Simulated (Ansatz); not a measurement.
# Work function of Be(0001): what the settings cost and change

Aim: the work function of Be(0001) against thickness and vacuum, with the cost.

Method: plane-wave DFT, PBE, Ansatz PAW, in Ansatz 0.2.0.

## Step 1: Set-up

The cell holds 1 atom: 1 Be. Cell: a = 2.290 Å, b = 2.290 Å, c = 18.000 Å, α = 90.0°, β = 90.0°, γ = 60.0°. Vacuum lies along c.

## Step 2: Slab, setting 1 layer

A work function rests on the faint tail of the density, so the SCF threshold is tight. The slab grows from one layer, at fixed mesh and 18 Å of vacuum; then the vacuum is varied on one slab.

File input.yaml:

```yaml
crystal:
  lattice:
    - [2.29, 0.0, 0.0]
    - [1.145, 1.9831981747, 0.0]
    - [0.0, 0.0, 18.0]
  atoms:
    - { symbol: Be, position: [0.6666666667, 0.6666666667, 0.5] }
kpoints:
  mp_grid: { grid: [20, 20, 1] }
hamiltonian:
  xc: pbe
scf:
  occupations: { method: fermi_dirac, width: 0.1 }
  convergence: { dr2_threshold: 1.0e-09 }
efield:
  axis: 3
  dipole_correction: true
  ramp_position: 0.97
  ramp_width: 0.06
output:
  write_potential: true
  write_density: true
  volumetric_format: npy
  elf: true
```

Launch:

```bash
$ ansatz run input.yaml --threads 2 --pin off --max-ram 3072MiB --backend cpu --events-out ev --progress --plain --runs-dir out
```

Numbers of over 12 decimals in the logs are rounded to 6 here.

Log:

```text
Engine: ansatz 0.2.0, aarch64-unknown-linux-gnu
Pseudopotentials: kind: paw
Pseudopotential: Be, paw, valence charge 2, recommended cutoff 420 eV (normal), Be.paw.azcp
Functional definition: PBE
  parameter kappa = 0.804
  parameter beta = 0.066725
  exchange = pbe_x(kappa = kappa, mu = beta*pi^2/3)
  correlation = pbe_c(beta = beta)
Crystal: 1 atoms, lattice volume = 81.747 Å³
Basis set: ecut = 420 eV, 1585 PW (Γ)
Bands: 5, of which v1, the nominal top of the filled ones, is band 1 counted from 1 (0 counted from 0)
Symmetry: 12 space group operations
k-points: 44 of 400
Non-local potential: Be, projectors of the file, l = 0: 2, l = 1: 2, l = 2: 1
PAW form: soft (Blöchl's): semilocal exchange-correlation on the pseudo side does not see the compensation charge
PAW one-centre angular grid: Be, 110 points (default); XC on 64 Gauss nodes
Initial density: superposition of atomic densities (neutral atoms: chi_scale 0, normalization atom), corrected by the library's trained network
Initial wavefunctions: pseudopotential atomic-orbital guess
Functional: x = pbe(κ = 0.804, μ = 0.219515), c = pbe(β = 0.066725)
SCF iter   1: F=—  HF=-91.863379 eV  |F-HF|=—  |Δ(HF+E_count)|=         —  Δρ=9.88e-4  dr2=1.18e-3  ethr=1.77e-3  p=0.000 e·Å  D=5.40e-16 V/Å  ΔV_dip=-0.00 eV  dr2_dipole=2.28e-10  V_vac-E_F(+/−)=4.70/4.70 eV  ⟨swp⟩=6.5  Hψ=2629  notcnv=0
efield: sawtooth ramp at fractional position 0.9700 (set: `efield.ramp_position`, or a place that a band, a saddle search or an elastic batch's reference lends), width 0.0600; the density the first Hamiltonian is built on has a dipole p = 0.000 e·Å; the dipole correction subtracts the counter field D = 5.40e-16 V/Å, which shifts the + side's vacuum level by -0.00 eV against the − side's; the planar-averaged density in the ramp window peaks in size at 2.0e-5 e/Å³
preconditioner: auto → LDOS  [metal: Δε(μ)=0.183 eV  Ē_g=9.365 eV  σ=0.100 eV  W_gap=0.41  n_scr=8 (ndim 8)  ℏωp=5.8 eV  f_vac=0.718  D(μ)=0.47/eV (n_scr^D=4)  β→1.0]
SCF iter   2: F=—  HF=-91.868381 eV  |F-HF|=—  |Δ(HF+E_count)|=   5.00e-3  Δρ=1.92e-4  dr2=2.69e-5  ethr=5.89e-5  p=-0.000 e·Å  D=-4.39e-6 V/Å  ΔV_dip=0.00 eV  dr2_dipole=4.60e-10  V_vac-E_F(+/−)=4.60/4.60 eV  ⟨swp⟩=2.2  Hψ=784  notcnv=0
SCF iter   3: F=—  HF=-91.868474 eV  |F-HF|=—  |Δ(HF+E_count)|=   9.26e-5  Δρ=3.33e-5  dr2=2.03e-6  ethr=1.35e-6  p=0.000 e·Å  D=2.81e-6 V/Å  ΔV_dip=-0.00 eV  dr2_dipole=1.76e-10  V_vac-E_F(+/−)=4.59/4.59 eV  ⟨swp⟩=2.0  Hψ=303  notcnv=0
SCF iter   4: F=—  HF=-91.868476 eV  |F-HF|=—  |Δ(HF+E_count)|=   1.92e-6  Δρ=5.13e-6  dr2=5.54e-8  ethr=1.01e-7  p=-0.000 e·Å  D=-2.40e-6 V/Å  ΔV_dip=0.00 eV  dr2_dipole=9.93e-11  V_vac-E_F(+/−)=4.60/4.60 eV  ⟨swp⟩=2.0  Hψ=301  notcnv=0
SCF iter   5: F=—  HF=-91.868476 eV  |F-HF|=—  |Δ(HF+E_count)|=   3.47e-7  Δρ=8.63e-7  dr2=9.54e-10  ethr=2.77e-9  p=0.000 e·Å  D=1.73e-6 V/Å  ΔV_dip=-0.00 eV  dr2_dipole=5.79e-11  V_vac-E_F(+/−)=4.60/4.60 eV  ⟨swp⟩=2.0  Hψ=303  notcnv=0
SCF iter   6: F=-91.868476 eV  HF=-91.868476 eV  |F-HF|=3.06e-11  |Δ(HF+E_count)|=   2.03e-9  Δρ=2.88e-7  dr2=2.08e-10  ethr=4.77e-11  p=-0.000 e·Å  D=-1.08e-6 V/Å  ΔV_dip=0.00 eV  dr2_dipole=2.17e-11  V_vac-E_F(+/−)=4.60/4.60 eV  ⟨swp⟩=1.9  Hψ=1105  notcnv=0
SCF 1 converged in 6 iterations: F = -91.868476 eV  dr2 = 2.08e-10
  greatest PAW one-centre occupation: 0.357 electrons in one spin orbital (limit 2), on the Be atom at site 0 (counted from 0), in its partial waves of l = 0
WARN: The output density's exchange-correlation potential varies sharply where the density is thin. Do not read a vacuum level from v_tot or v_xc, or from such a field of the output density. On a cell that repeats whose density bears no net charge and no dipole along the vacuum's axis use v_es (v_loc + v_h of the components); under efield.dipole_correction with no amplitude use v_es + v_field, which holds any externa [...]
SCF converged after 6 iterations
Free energy (F): -91.868476 eV
Harris-Foulkes:  -91.868476 eV  (|F-HF|=3.06e-11)
Internal energy: -91.853357 eV  (E = F + TS)
E sigma→0 (E₀):  -91.860916 eV
Entropy (-TS):   -0.015119 eV (-15.119 meV/atom)
Fermi energy:    -3.333884 eV
Dipole field:    D = 0.000009 V/Å  (p = 0.000004 e·Å, saw-weighted, corrected)
Work function:   Φ+ = 4.5974 eV   Φ− = 4.5975 eV
Levels:          The Fermi level and band energies are counted from a zero that moves with the ramp; work functions are not
--- Per-component energies (eV) ---
  E_band       = -11.858345
  E_kinetic    = 16.687133
  E_local      = -191.366878  (includes V_loc(G=0)·N_el)
  E_nonlocal   = 4.703185
  E_hartree    = 88.773268
  E_xc         = -17.701566
  E_vxc        = -18.048867  (∫ρ·V_xc dr)
  E_paw        = -59.491246  (= ΣΔE_a)
  E_vpaw       = -1.379491  (= ΣTr[D̂ρ^β])
  E_aug_tail   = -0.000001  (compensation charges beyond the density's cutoff)
  E_efield     = 0.000000  (sawtooth field / dipole correction)
  E_vefield    = 0.000000  (∫n·V_field dr)
  E_ewald      = 66.542747
  E_smearing   = -0.015119  (= −TS)
  E_closure    = -0.000000  (closes the sum)
  Σ components = -91.868476   (vs F -91.868476, Δ=0.00e0)
--- Band table (eV; the first three rows and the last of 44) ---
  k-point 0: bands = ["-9.3825", "-4.3063", "0.4977", "1.1885", "1.5275"]
  k-point 1: bands = ["-9.3128", "-4.2133", "0.5897", "1.2836", "1.6216"]
  k-point 2: bands = ["-9.1042", "-3.9344", "0.8652", "1.5691", "1.9038"]
  k-point 43: bands = ["-1.6483", "-0.4974", "4.9674", "5.3537", "9.1910"]
```

The job ended after 4.1 s (2 threads of Arm Neoverse N1, shared host; peak memory 0.3 GiB).

Numbers from this step:

* energy at zero smearing: -91.8609 eV
* work function, upper face: 4.597 eV

Running mean over 1.794 Å of the planar mean; the ramp of the sawtooth is left out. Electron's electrostatic potential energy less the Fermi level against z:

z (Å), electron's electrostatic potential energy less the Fermi level (eV) and a bar from the least value:
```
      3.0       4.60 ##############################
      3.5       4.60 ##############################
      4.0       4.60 ##############################
      4.5       4.60 ##############################
      5.0       4.59 ##############################
      5.5       4.58 ##############################
      6.0       4.55 ##############################
      6.5       4.45 ##############################
      7.0       4.09 #############################
      7.5       2.94 #########################
      8.0      -0.39 ###############
      8.5      -4.38 ####
      9.0      -5.69 
      9.5      -4.38 ####
     10.0      -0.39 ###############
     10.5       2.94 #########################
     11.0       4.09 #############################
     11.5       4.45 ##############################
     12.0       4.55 ##############################
     12.5       4.58 ##############################
     13.0       4.59 ##############################
     13.5       4.60 ##############################
     14.0       4.60 ##############################
     14.5       4.60 ##############################
     15.0       4.60 ##############################
```

ELF in the ca plane at fractional y = 0.667, with atoms of Be within 0.2 Å of it. It is the smooth field of the valence electrons, not physical close to the nuclei.

Values, 5 rows by 16 columns, each cell a mean:
```
0.00 0.00 0.00 0.00 0.00 0.02 0.12 0.26 0.25 0.15 0.02 0.00 0.00 0.00 0.00 0.00
0.00 0.00 0.00 0.00 0.00 0.01 0.08 0.07 0.04 0.10 0.02 0.00 0.00 0.00 0.00 0.00
0.00 0.00 0.00 0.00 0.00 0.02 0.12 0.31 0.30 0.16 0.02 0.00 0.00 0.00 0.00 0.00
0.00 0.00 0.00 0.00 0.00 0.02 0.19 0.69 0.75 0.27 0.03 0.00 0.00 0.00 0.00 0.00
0.00 0.00 0.00 0.00 0.00 0.02 0.19 0.68 0.74 0.27 0.03 0.00 0.00 0.00 0.00 0.00
```
Columns run along c (18.0 Å), rows up along a (2.3 Å). Atoms in or near the plane, at fractional coordinates: Be at (0.50, 0.67).

Valence density in the ca plane at fractional y = 0.667, with atoms of Be within 0.2 Å of it. It is the smooth field of the valence electrons, not physical close to the nuclei.

Ten even steps from '0' (0.00 e/Å³) to '9' (0.27 e/Å³), each cell a mean:
```
00000000000000000002478631000000000000000000
00000000000000000002444431000000000000000000
00000000000000000002332321000000000000000000
00000000000000000002455531000000000000000000
00000000000000000002589631000000000000000000
00000000000000000002589731000000000000000000
00000000000000000002589731000000000000000000
00000000000000000002589731000000000000000000
```
Columns run along c (18.0 Å), rows up along a (2.3 Å). Atoms in or near the plane, at fractional coordinates: Be at (0.50, 0.67).

Electrostatic potential energy in the ca plane at fractional y = 0.667, with atoms of Be within 0.2 Å of it. With pseudopotentials it is smooth inside the atoms' cores, unlike the true potential.

Values in eV, 5 rows by 16 columns, each cell a mean:
```
  1   1   1   1   1   1   0 -12 -15   0   1   1   1   1   1   1
  1   1   1   1   1   1   0 -15 -18  -1   1   1   1   1   1   1
  1   1   1   1   1   1   0 -11 -14   0   1   1   1   1   1   1
  1   1   1   1   1   1   1  -3  -4   1   1   1   1   1   1   1
  1   1   1   1   1   1   1  -3  -5   0   1   1   1   1   1   1
```
Columns run along c (18.0 Å; values clipped at the 3rd and 97th percentile), rows up along a (2.3 Å). Atoms in or near the plane, at fractional coordinates: Be at (0.50, 0.67).

The work function is 4.597 eV.

## Step 3: Run, 2 atoms

System of this step: Be(0001). The cell holds 2 atoms: 2 Be. Cell: a = 2.290 Å, b = 2.290 Å, c = 19.794 Å, α = 90.0°, β = 90.0°, γ = 60.0°. Vacuum lies along c.

input.yaml, the sections that differ from step 2:

```yaml
crystal:
  lattice:
    - [2.29, 0.0, 0.0]
    - [1.145, 1.9831981747, 0.0]
    - [0.0, 0.0, 19.794215]
  atoms:
    - { symbol: Be, position: [0.6666666667, 0.6666666667, 0.4546782987] }
    - { symbol: Be, position: [0.0, 0.0, 0.5453217013] }
output:
  write_potential: true
  write_density: true
  volumetric_format: npy
# kpoints, hamiltonian, scf, efield: as in step 2
```

Log:

```text
[...]
Crystal: 2 atoms, lattice volume = 89.896 Å³
Basis set: ecut = 420 eV, 1747 PW (Γ)
Bands: 6, of which v1, the nominal top of the filled ones, is band 2 counted from 1 (1 counted from 0)
Symmetry: 6 space group operations
k-points: 44 of 400 (time reversal used)
[...]
Free energy (F): -184.548382 eV
[...]
Internal energy: -184.528878 eV  (E = F + TS)
E sigma→0 (E₀):  -184.538630 eV
Entropy (-TS):   -0.019504 eV (-9.752 meV/atom)
Fermi energy:    -2.784309 eV
Dipole field:    D = -0.000006 V/Å  (p = -0.000003 e·Å, saw-weighted, corrected)
Work function:   Φ+ = 5.0663 eV   Φ− = 5.0661 eV
[...]
--- Band table (eV; the first three rows and the last of 44) ---
[...]
[key lines of the parts left out:]
SCF converged after 6 iterations
```

The job ended after 6 s (2 threads; peak memory 0.32 GiB).

The work function is 5.066 eV, +0.469 eV from the run “1 layer”, at 1.5 times its CPU time.

## Step 4: Run, 3 atoms

System of this step: Be(0001). The cell holds 3 atoms: 3 Be. Cell: a = 2.290 Å, b = 2.290 Å, c = 21.588 Å, α = 90.0°, β = 90.0°, γ = 60.0°. Vacuum lies along c.

input.yaml, the sections that differ from step 3:

```yaml
crystal:
  lattice:
    - [2.29, 0.0, 0.0]
    - [1.145, 1.9831981747, 0.0]
    - [0.0, 0.0, 21.58843]
  atoms:
    - { symbol: Be, position: [0.0, 0.0, 0.416889973] }
    - { symbol: Be, position: [0.6666666667, 0.6666666667, 0.5] }
    - { symbol: Be, position: [0.0, 0.0, 0.583110027] }
# kpoints, hamiltonian, scf, efield, output: as in step 3
```

Log:

```text
[...]
Crystal: 3 atoms, lattice volume = 98.044 Å³
Basis set: ecut = 420 eV, 1897 PW (Γ)
Bands: 7, of which v1, the nominal top of the filled ones, is band 3 counted from 1 (2 counted from 0)
Symmetry: 6 space group operations
k-points: 44 of 400 (time reversal used)
[...]
Free energy (F): -277.284550 eV
[...]
Internal energy: -277.255474 eV  (E = F + TS)
E sigma→0 (E₀):  -277.270012 eV
Entropy (-TS):   -0.029075 eV (-9.692 meV/atom)
Fermi energy:    -2.109733 eV
Dipole field:    D = 0.000000 V/Å  (p = 0.000000 e·Å, saw-weighted, corrected)
Work function:   Φ+ = 5.2360 eV   Φ− = 5.2361 eV
[...]
--- Band table (eV; the first three rows and the last of 44) ---
[...]
[key lines of the parts left out:]
SCF converged after 7 iterations
```

Elapsed: 7.9 s, on 2 threads; peak memory 0.35 GiB; 13 s of CPU time.

The work function is 5.236 eV, +0.170 eV from the run “2 layers”, at 1.3 times its CPU time.

## Step 5: Slab, 4 atoms

System of this step: Be(0001). The cell holds 4 atoms: 4 Be. Cell: a = 2.290 Å, b = 2.290 Å, c = 23.383 Å, α = 90.0°, β = 90.0°, γ = 60.0°. Vacuum lies along c.

input.yaml, the sections that differ from step 4:

```yaml
crystal:
  lattice:
    - [2.29, 0.0, 0.0]
    - [1.145, 1.9831981747, 0.0]
    - [0.0, 0.0, 23.382645]
  atoms:
    - { symbol: Be, position: [0.6666666667, 0.6666666667, 0.3849008527] }
    - { symbol: Be, position: [0.0, 0.0, 0.4616336176] }
    - { symbol: Be, position: [0.6666666667, 0.6666666667, 0.5383663824] }
    - { symbol: Be, position: [0.0, 0.0, 0.6150991473] }
# kpoints, hamiltonian, scf, efield, output: as in step 4
```

Log:

```text
[...]
Crystal: 4 atoms, lattice volume = 106.193 Å³
Basis set: ecut = 420 eV, 2071 PW (Γ)
Bands: 8, of which v1, the nominal top of the filled ones, is band 4 counted from 1 (3 counted from 0)
Symmetry: 6 space group operations
k-points: 44 of 400 (time reversal used)
[...]
Free energy (F): -370.042379 eV
[...]
Internal energy: -370.010929 eV  (E = F + TS)
E sigma→0 (E₀):  -370.026654 eV
Entropy (-TS):   -0.031450 eV (-7.862 meV/atom)
Fermi energy:    -1.437113 eV
Dipole field:    D = -0.000002 V/Å  (p = -0.000001 e·Å, saw-weighted, corrected)
Work function:   Φ+ = 5.3228 eV   Φ− = 5.3228 eV
[...]
--- Band table (eV; the first three rows and the last of 44) ---
[...]
[key lines of the parts left out:]
SCF converged after 7 iterations
```

The job ended after 9.9 s (2 threads; peak memory 0.36 GiB).

The work function is 5.323 eV, +0.087 eV from the run “3 layers”, at 1.2 times its CPU time.

## Step 6: Slab, 5 atoms

System of this step: Be(0001). The cell holds 5 atoms: 5 Be. Its edges and angles: a = 2.290 Å, b = 2.290 Å, c = 25.177 Å, α = 90.0°, β = 90.0°, γ = 60.0°. Vacuum lies along c.

input.yaml, the sections that differ from step 5:

```yaml
crystal:
  lattice:
    - [2.29, 0.0, 0.0]
    - [1.145, 1.9831981747, 0.0]
    - [0.0, 0.0, 25.17686]
  atoms:
    - { symbol: Be, position: [0.0, 0.0, 0.3574711064] }
    - { symbol: Be, position: [0.6666666667, 0.6666666667, 0.4287355532] }
    - { symbol: Be, position: [0.0, 0.0, 0.5] }
    - { symbol: Be, position: [0.6666666667, 0.6666666667, 0.5712644468] }
    - { symbol: Be, position: [0.0, 0.0, 0.6425288936] }
# kpoints, hamiltonian, scf, efield, output: as in step 5
```

Log:

```text
[...]
Crystal: 5 atoms, lattice volume = 114.341 Å³
Basis set: ecut = 420 eV, 2221 PW (Γ)
Bands: 10, of which v1, the nominal top of the filled ones, is band 5 counted from 1 (4 counted from 0)
Symmetry: 6 space group operations
k-points: 44 of 400 (time reversal used)
[...]
Free energy (F): -462.804298 eV
[...]
Internal energy: -462.771792 eV  (E = F + TS)
E sigma→0 (E₀):  -462.788045 eV
Entropy (-TS):   -0.032506 eV (-6.501 meV/atom)
Fermi energy:    -0.768392 eV
Dipole field:    D = 0.000001 V/Å  (p = 0.000001 e·Å, saw-weighted, corrected)
Work function:   Φ+ = 5.2971 eV   Φ− = 5.2971 eV
[...]
--- Band table (eV; the first three rows and the last of 44) ---
[...]
[key lines of the parts left out:]
SCF converged after 6 iterations
```

Run time: 10 s. Hardware: 2 threads; peak memory 0.33 GiB.

The work function is 5.297 eV, -0.026 eV from the run “4 layers”, at 1.1 times its CPU time.

## Step 7: Slab, 6 atoms

System of this step: Be(0001). The cell holds 6 atoms: 6 Be. Its edges and angles: a = 2.290 Å, b = 2.290 Å, c = 26.971 Å, α = 90.0°, β = 90.0°, γ = 60.0°. Vacuum lies along c.

input.yaml, the sections that differ from step 6:

```yaml
crystal:
  lattice:
    - [2.29, 0.0, 0.0]
    - [1.145, 1.9831981747, 0.0]
    - [0.0, 0.0, 26.971075]
  atoms:
    - { symbol: Be, position: [0.6666666667, 0.6666666667, 0.3336908151] }
    - { symbol: Be, position: [0.0, 0.0, 0.400214489] }
    - { symbol: Be, position: [0.6666666667, 0.6666666667, 0.466738163] }
    - { symbol: Be, position: [0.0, 0.0, 0.533261837] }
    - { symbol: Be, position: [0.6666666667, 0.6666666667, 0.599785511] }
    - { symbol: Be, position: [0.0, 0.0, 0.6663091849] }
# kpoints, hamiltonian, scf, efield, output: as in step 6
```

Log:

```text
[...]
Crystal: 6 atoms, lattice volume = 122.490 Å³
Basis set: ecut = 420 eV, 2383 PW (Γ)
Bands: 12, of which v1, the nominal top of the filled ones, is band 6 counted from 1 (5 counted from 0)
Symmetry: 6 space group operations
k-points: 44 of 400 (time reversal used)
[...]
k-point 1: bands = [... 2 lower, -8.8269, -7.3831, -5.6584, -2.9132, -2.4268, 2.7462, 4.3195, 4.9329, ... 2 higher]
  k-point 2: bands = [... 2 lower, -8.6113, -7.1633, -5.4266, -2.6862, -2.1668, 2.8659, 4.5492, 5.1952, ... 2 higher]
  k-point 43: bands = [... 2 lower, -1.2322, -1.1182, -0.4453, -0.3716, 0.0693, 0.6273, 0.9606, 2.0769, ... 2 higher]
[key lines of the parts left out:]
SCF converged after 7 iterations
Free energy (F): -555.563084 eV
Fermi energy:    -0.204325 eV
Dipole field:    D = 0.000002 V/Å  (p = 0.000001 e·Å, saw-weighted, corrected)
Work function:   Φ+ = 5.3070 eV   Φ− = 5.3070 eV
```

Wall time 13 s (2 threads); peak memory 0.35 GiB.

The work function is 5.307 eV, +0.010 eV from the run “5 layers”, at 1.3 times its CPU time.

## Step 8: Run, 8 atoms

System of this step: Be(0001). The cell holds 8 atoms: 8 Be. Its edges and angles: a = 2.290 Å, b = 2.290 Å, c = 30.560 Å, α = 90.0°, β = 90.0°, γ = 60.0°. Vacuum lies along c.

input.yaml, the sections that differ from step 7:

```yaml
crystal:
  lattice:
    - [2.29, 0.0, 0.0]
    - [1.145, 1.9831981747, 0.0]
    - [0.0, 0.0, 30.559505]
  atoms:
    - { symbol: Be, position: [0.6666666667, 0.6666666667, 0.2945073881] }
    - { symbol: Be, position: [0.0, 0.0, 0.3532195629] }
    - { symbol: Be, position: [0.6666666667, 0.6666666667, 0.4119317378] }
    - { symbol: Be, position: [0.0, 0.0, 0.4706439126] }
    - { symbol: Be, position: [0.6666666667, 0.6666666667, 0.5293560874] }
    - { symbol: Be, position: [0.0, 0.0, 0.5880682622] }
    - { symbol: Be, position: [0.6666666667, 0.6666666667, 0.6467804371] }
    - { symbol: Be, position: [0.0, 0.0, 0.7054926119] }
# kpoints, hamiltonian, scf, efield, output: as in step 7
```

Log:

```text
[...]
Crystal: 8 atoms, lattice volume = 138.787 Å³
Basis set: ecut = 420 eV, 2683 PW (Γ)
Bands: 16, of which v1, the nominal top of the filled ones, is band 8 counted from 1 (7 counted from 0)
Symmetry: 6 space group operations
k-points: 44 of 400 (time reversal used)
[...]
k-point 1: bands = [... 4 lower, -6.8751, -5.6032, -4.2572, -1.8431, -1.6334, 3.0781, 4.7554, 5.5837, ... 4 higher]
  k-point 2: bands = [... 4 lower, -6.6561, -5.3776, -4.0153, -1.6094, -1.3796, 3.1778, 4.9186, 5.8322, ... 4 higher]
  k-point 43: bands = [... 4 lower, -0.3036, -0.2553, 0.4881, 0.5002, 0.5501, 1.0459, 1.5389, 1.8376, ... 4 higher]
[key lines of the parts left out:]
SCF converged after 7 iterations
Free energy (F): -741.084664 eV
Fermi energy:    0.729061 eV
Dipole field:    D = 0.000004 V/Å  (p = 0.000003 e·Å, saw-weighted, corrected)
Work function:   Φ+ = 5.3165 eV   Φ− = 5.3167 eV
```

Elapsed: 19 s, on 2 threads; peak memory 0.38 GiB; 32 s of CPU time.

The work function is 5.317 eV, +0.010 eV from the run “6 layers”, at 1.5 times its CPU time.

(Continued in part 2 of 2.)

[Logs are printed without paths, hosts, clocks, repeated set-up lines and the standing remarks that a program may print on its own settings, such as how far it seeks lower states.]

[Hosts, paths, dates, database ids (printed as entryN), source tags and the programs' standing remarks are cut or masked in the printed files.]

[Maps of the electrostatic potential energy from Ansatz leave out the sawtooth potential of an applied field or a dipole correction, so their vacuum need not be flat; planar profiles and work functions include it.]
